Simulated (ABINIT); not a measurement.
An input for ABINIT 10.8.3 (BaTiO3 (Pm-3m)):

```
acell 3*1.0 Angstrom
rprim 
  4.006000000000 0.000000000000 0.000000000000
  0.000000000000 4.006000000000 0.000000000000
  0.000000000000 0.000000000000 4.006000000000
ntypat 3
znucl 56 22 8
natom 5
typat 1 2 3 3 3
xred 
  0.500000000000 0.500000000000 0.500000000000
  0.000000000000 0.000000000000 0.000000000000
  0.500000000000 0.000000000000 0.000000000000
  0.000000000000 0.500000000000 0.000000000000
  0.000000000000 0.000000000000 0.500000000000
pp_dirpath "pseudos"
pseudos "Ba.upf, Ti.upf, O.upf"
ecut 38
nspinor 2
ngkpt 4 4 4
nshiftk 1
shiftk 0 0 0
kptopt 1
chksymbreak 0
iscf -2
irdden 1
istwfk *1
nband 186
nbdbuf 16
tolwfr 1e-09
nstep 60
prtvol 0
indata_prefix "in"
outdata_prefix "out"
tmpdata_prefix "tmp"
```

```sh
OMP_NUM_THREADS=1 mpirun -n 8 abinit run.abi > log
```

Q: Estimate wall time and host memory on 8 MPI ranks of INTEL XEON PLATINUM 8581C at 2.10GHz (Emerald Rapids), shared host.

It took 3.7 min; on shared hardware allow 1.8 min to 7.4 min. Peak host memory was 1 GiB.

[Paths, hosts, dates, memory and timing lines, banners, echoed tables and standing remarks are left out of the program output.]

[Logs are printed without paths, hosts, clocks, repeated set-up lines and the standing remarks that a program may print on its own settings, such as how far it seeks lower states.]

[Runs of the session that timed out or met a known fault of the program may be left out.]

[Hosts, paths, dates, database ids (printed as entryN), source tags and the programs' standing remarks are cut or masked in the printed files.]

[G0W0 gaps are taken among the corrected bands and points alone; a level outside them can change the order at an edge.]

[Where Ansatz stands beside ABINIT at settings called matched, ABINIT's density can come from a denser mesh and the files from another edition; pairs whose starting gaps differed by over 0.03 eV were left out, so agreement reads better than it is.]
